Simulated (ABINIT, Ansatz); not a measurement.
## Ba2H6Os (Fm-3m): one start, several treatments of the self-energy

Aim: compare treatments of exchange, screening and correlation for the gap of Ba2H6Os (Fm-3m).

Calculated with ABINIT 10.8.3; LDA and many-body steps on it, plane waves.

Most raw output is cut from this account.

## Step 1: Starting point

The structure is cubic, space group Fm-3m (No. 225). The conventional cell has a = 8.092 Å, b = 8.092 Å, c = 8.092 Å, α = 90.00°, β = 90.00°, γ = 90.00°. Nearest to Ba lie 12 H at 2.88 Å. Nearest to H lie 1 Os at 1.73 Å and 4 H at 2.45 Å and 4 Ba at 2.88 Å. Nearest to Os lie 6 H at 1.73 Å. Farther neighbours are not listed.

The cell and positions are those that the Materials Project relaxed with its own functionals (PBE, PBE+U or r2SCAN), kept fixed. Spin-orbit coupling is left out unless a step names it.

## Step 2: Empty states on the mesh, 2×2×2 mesh, 258 bands

This step: ABINIT 10.8.3; DFT, LDA, plane waves, norm-conserving pseudopotentials.

The sums over transitions need many empty states on a uniform mesh; this step solves for them.

run.abi

```
acell 3*1.0 Angstrom
rprim 
  -0.000000000000 4.046207840000 4.046207840000
  4.046207840000 0.000000000000 4.046207840000
  4.046207840000 4.046207840000 0.000000000000
ntypat 3
znucl 56 1 76
natom 9
typat 1 1 2 2 2 2 2 2 3
xred 
  0.750000000000 0.750000000000 0.750000000000
  0.250000000000 0.250000000000 0.250000000000
  0.785917090000 0.785917090000 0.214082910000
  0.214082910000 0.785917090000 0.214082910000
  0.785917090000 0.214082910000 0.214082910000
  0.214082910000 0.214082910000 0.785917090000
  0.785917090000 0.214082910000 0.785917090000
  0.214082910000 0.785917090000 0.785917090000
  0.000000000000 0.000000000000 0.000000000000
pp_dirpath "pseudos"
pseudos "Ba.upf, H.upf, Os.upf"
ecut 33
ngkpt 2 2 2
nshiftk 1
shiftk 0 0 0
kptopt 1
chksymbreak 0
iscf -2
irdden 1
istwfk *1
nband 258
nbdbuf 22
tolwfr 1e-09
nstep 60
prtvol 0
indata_prefix "in"
outdata_prefix "out"
tmpdata_prefix "tmp"
```

Started as:

```sh
> OMP_NUM_THREADS=1 mpirun -n 3 abinit run.abi > log
```

It took 96 s on 3 MPI ranks of Intel Xeon 6975P-C (Granite Rapids), shared host; peak memory 0.47 GiB.

This step gave:

```yaml
gap: 1.777 eV
k_of_the_valence_top: 0, 0, 0
k_of_the_conduction_bottom: 0.5, 0.5, 0
least_direct_gap: 2.058 eV
k_points_computed: 3
lowest_point_of_the_top_converged_band_above_the_valence_top: 71.5749 eV
```

On this mesh the gap is 1.777 eV.

The density comes from a self-consistent run that is not shown.

## Step 3: Screening, 2×2×2 mesh, 108 bands, screening to 114.3 eV

The RPA dielectric matrix is built and inverted for each q.

This step: RPA screening on LDA, plane waves, norm-conserving pseudopotentials.

run.abi, as its differences from that of step 2:

```diff
@@ -27,10 +27,11 @@
 chksymbreak 0
-iscf -2
-irdden 1
 istwfk *1
-nband 258
-nbdbuf 22
-tolwfr 1e-09
-nstep 60
-prtvol 0
+occopt 1
+irdwfk 1
+optdriver 3
+nband 108
+ecuteps 4.2
+inclvkb 2
+awtr 1
+symchi 1
 indata_prefix "in"
```

Started as:

```sh
> OMP_NUM_THREADS=1 mpirun -n 4 abinit run.abi > log
```

Run time: 18 s. Hardware: 4 MPI ranks; peak memory 1.5 GiB; 70 s of CPU time.

This step gave:

| Item | Value |
| --- | --- |
| ε∞ with local fields, on this mesh, along the program's q direction | 4.527 |
| the same without local fields | 5.595 |
| plasma frequency | 20.91 eV |
| plane waves in the screening matrix | 339 |

Local fields lower ε∞ by 19 %. On a Γ-centred mesh this coarse the value itself is usually too large, while a short band sum pulls it down.

## Step 4: G0W0, Godby-Needs plasmon pole

The self-energy is evaluated for the states that the input lists, and the levels follow from it, in one-shot runs by the linearised quasiparticle equation.

This step: G0W0 on LDA, plane waves, norm-conserving pseudopotentials.

run.abi, as its differences from that of step 3:

```diff
@@ -30,8 +30,17 @@
 irdwfk 1
-optdriver 3
+optdriver 4
 nband 108
+gwcalctyp 0
+ecutsigx 33
+symsigma 1
+nkptgw 2
+kptgw 
+  0.0000000000 0.0000000000 0.0000000000
+  0.5000000000 0.5000000000 0.0000000000
+bdgw 
+  19 23
+  20 23
 ecuteps 4.2
-inclvkb 2
-awtr 1
-symchi 1
+irdscr 1
+ppmodel 1
 indata_prefix "in"
```

Wall time 7.5 s (4 MPI ranks); peak memory 1.1 GiB; 28 s of CPU time.

This step gave:

- G0W0 gap on the points computed: 2.608 eV
- starting gap on the mesh: 1.777 eV
- k of the valence top: 0, 0, 0
- k of the conduction bottom: 0.5, 0.5, 0
- Z at the valence top: 0.785
- Z at the conduction bottom: 0.829
- least direct G0W0 gap on the computed points: 2.942 eV

The gap on the mesh goes from 1.78 eV to 2.61 eV, a correction of +0.83 eV.

## Step 5: G0W0, Hybertsen-Louie plasmon pole

run.abi, as its differences from that of step 4:

```diff
@@ -44,3 +44,3 @@
 irdscr 1
-ppmodel 1
+ppmodel 2
 indata_prefix "in"
```

Wall time 7.7 s (4 MPI ranks); peak memory 1.1 GiB; 30 s of CPU time.

This step gave:

```
G0W0 gap on the points computed              : 2.743 eV
starting gap on the mesh                     : 1.777 eV
k of the valence top                         : 0, 0, 0
k of the conduction bottom                   : 0.5, 0.5, 0
Z at the valence top                         : 0.839
Z at the conduction bottom                   : 0.862
least direct G0W0 gap on the computed points : 3.103 eV
```

Against G0W0 in ABINIT (2×2×2 mesh, 108 bands, screening to 114.3 eV, Godby-Needs plasmon pole), the gap moves by +0.135 eV.

## Step 6: G0W0, Engel-Farid plasmon pole

run.abi, as its differences from that of step 5:

```diff
@@ -44,3 +44,3 @@
 irdscr 1
-ppmodel 2
+ppmodel 4
 indata_prefix "in"
```

Elapsed: 6.1 s, on 4 MPI ranks; peak memory 0.97 GiB.

Numbers from this step:

| Property | Result |
| --- | --- |
| G0W0 gap on the points computed | 2.625 eV |
| starting gap on the mesh | 1.777 eV |
| k of the valence top | 0, 0, 0 |
| k of the conduction bottom | 0.5, 0.5, 0 |
| least direct G0W0 gap on the computed points | 2.973 eV |

Against G0W0 in ABINIT (2×2×2 mesh, 108 bands, screening to 114.3 eV, Godby-Needs plasmon pole), the gap moves by +0.017 eV.

## Step 7: One-shot Hartree-Fock

This step: one-shot Hartree-Fock on LDA, plane waves, norm-conserving pseudopotentials.

run.abi, as its differences from that of step 6:

```diff
@@ -31,4 +31,4 @@
 optdriver 4
-nband 108
-gwcalctyp 0
+nband 25
+gwcalctyp 5
 ecutsigx 33
@@ -42,5 +42,4 @@
   20 23
-ecuteps 4.2
-irdscr 1
-ppmodel 4
+ixc_sigma 40
+fftgw 31
 indata_prefix "in"
```

Run time: 3.7 s. Hardware: 4 MPI ranks; peak memory 1 GiB.

This step gave:

- quasiparticle gap on the points computed: 8.875 eV
- starting gap on the mesh: 1.777 eV
- k of the valence top: 0, 0, 0
- k of the conduction bottom: 0.5, 0.5, 0
- least direct quasiparticle gap on the computed points: 9.133 eV

Against G0W0 in ABINIT (2×2×2 mesh, 108 bands, screening to 114.3 eV, Godby-Needs plasmon pole), the gap moves by +6.267 eV.

## Step 8: Screening, 2×2×2 mesh, 108 bands, screening to 114.3 eV

This step: RPA screening on LDA, plane waves, norm-conserving pseudopotentials.

run.abi, as its differences from that of step 7:

```diff
@@ -30,16 +30,14 @@
 irdwfk 1
-optdriver 4
-nband 25
-gwcalctyp 5
-ecutsigx 33
-symsigma 1
-nkptgw 2
-kptgw 
-  0.0000000000 0.0000000000 0.0000000000
-  0.5000000000 0.5000000000 0.0000000000
-bdgw 
-  19 23
-  20 23
-ixc_sigma 40
-fftgw 31
+optdriver 3
+nband 108
+ecuteps 4.2
+inclvkb 2
+awtr 1
+symchi 1
+gwcalctyp 2
+nfreqre 16
+freqremax 40 eV
+nfreqim 8
+spmeth 1
+nomegasf 120
 indata_prefix "in"
```

Elapsed: 22 s, on 4 MPI ranks; peak memory 2.4 GiB.

This step gave:

```
ε∞ with local fields, on this mesh, along the program's q direction : 4.573
the same without local fields                                       : 5.663
plasma frequency                                                    : 20.91 eV
plane waves in the screening matrix                                 : 339
```

## Step 9: G0W0, contour deformation

This step: G0W0 on LDA, plane waves, norm-conserving pseudopotentials.

run.abi, as its differences from that of step 8:

```diff
@@ -30,14 +30,16 @@
 irdwfk 1
-optdriver 3
+optdriver 4
 nband 108
+gwcalctyp 2
+ecutsigx 33
+symsigma 1
+nkptgw 2
+kptgw 
+  0.0000000000 0.0000000000 0.0000000000
+  0.5000000000 0.5000000000 0.0000000000
+bdgw 
+  19 23
+  20 23
 ecuteps 4.2
-inclvkb 2
-awtr 1
-symchi 1
-gwcalctyp 2
-nfreqre 16
-freqremax 40 eV
-nfreqim 8
-spmeth 1
-nomegasf 120
+irdscr 1
 indata_prefix "in"
```

Run time: 6.1 s. Hardware: 4 MPI ranks; peak memory 1.2 GiB; 23 s of CPU time.

This step gave:

* G0W0 gap on the points computed: 2.594 eV
* starting gap on the mesh: 1.777 eV
* k of the valence top: 0, 0, 0
* k of the conduction bottom: 0.5, 0.5, 0
* least direct G0W0 gap on the computed points: 2.919 eV

Against G0W0 in ABINIT (2×2×2 mesh, 108 bands, screening to 114.3 eV, Godby-Needs plasmon pole), the gap moves by −0.014 eV.

## Step 10: Side by side

Times are wall times on 4 MPI ranks of Intel Xeon 6975P-C (Granite Rapids), shared host, good to a factor of about two. A run's time includes the screening step that it read.

| run | mesh | bands | screening cutoff (eV) | DFT gap (eV) | gap on the mesh (eV) | direct (eV) | ε∞ used | time |
| --- | --- | --- | --- | --- | --- | --- | --- | --- |
| G0W0, Godby-Needs plasmon pole | 2×2×2 | 108 | 114.3 | 1.777 | 2.608 | 2.942 | 4.53 | 25 s |
| G0W0, Hybertsen-Louie plasmon pole | 2×2×2 | 108 | 114.3 | 1.777 | 2.743 | 3.103 | 4.53 | 26 s |
| G0W0, Engel-Farid plasmon pole | 2×2×2 | 108 | 114.3 | 1.777 | 2.625 | 2.973 | 4.53 | 24 s |
| one-shot Hartree-Fock | 2×2×2 | - | - | 1.777 | 8.875 | 9.133 | - | 3.7 s |
| G0W0, contour deformation | 2×2×2 | 108 | 114.3 | 1.777 | 2.594 | 2.919 | 4.57 | 29 s |

## Step 11: Results

```yaml
g0w0_godby_needs_plasmon_pole: 2.608 eV
g0w0_hybertsen_louie_plasmon_pole: 2.743 eV
g0w0_engel_farid_plasmon_pole: 2.625 eV
one_shot_hartree_fock: 8.875 eV
g0w0_contour_deformation: 2.594 eV
known_limits: not at the basis limit; no spin polarisation; d states lean on the start; no spin-orbit coupling; coarse k mesh
```

What this shows: G0W0, Hybertsen-Louie plasmon pole: +0.135 eV against G0W0, Godby-Needs plasmon pole. G0W0, Engel-Farid plasmon pole: +0.017 eV against G0W0, Godby-Needs plasmon pole. One-shot Hartree-Fock: +6.267 eV against G0W0, Godby-Needs plasmon pole. G0W0, contour deformation: −0.014 eV against G0W0, Godby-Needs plasmon pole. Bare exchange alone opens the gap to 8.88 eV; against G0W0, correlation takes back 6.27 eV. Bands and cutoff are finite, so the gap is not at the basis limit. The miss can reach some tenths of an eV and take either sign; the mesh is an error of its own. In the G0W0 runs levels were corrected at 2 k points alone, so a gap called «on the mesh» is the least over those, and an edge elsewhere would be missed. The 2×2×2 mesh is coarse for this cell, which bears on the long-range parts of exchange and screening. The runs have no spin polarisation. For a closed low-spin shell that is the natural state; where a d or f shell is open it is a constraint, and the gap is then not the crystal's own. With d states at the gap, one-shot GW leans hard on its start. The many-body steps are scalar-relativistic: spin-orbit coupling is not in them.

[Paths, hosts, dates, memory and timing lines, banners, echoed tables and standing remarks are left out of the program output.]

[Logs are printed without paths, hosts, clocks, repeated set-up lines and the standing remarks that a program may print on its own settings, such as how far it seeks lower states.]

[Runs of the session that timed out or met a known fault of the program may be left out.]

[Hosts, paths, dates, database ids (printed as entryN), source tags and the programs' standing remarks are cut or masked in the printed files.]

[G0W0 gaps are taken among the corrected bands and points alone; a level outside them can change the order at an edge.]

[Where Ansatz stands beside ABINIT at settings called matched, ABINIT's density can come from a denser mesh and the files from another edition; pairs whose starting gaps differed by over 0.03 eV were left out, so agreement reads better than it is.]
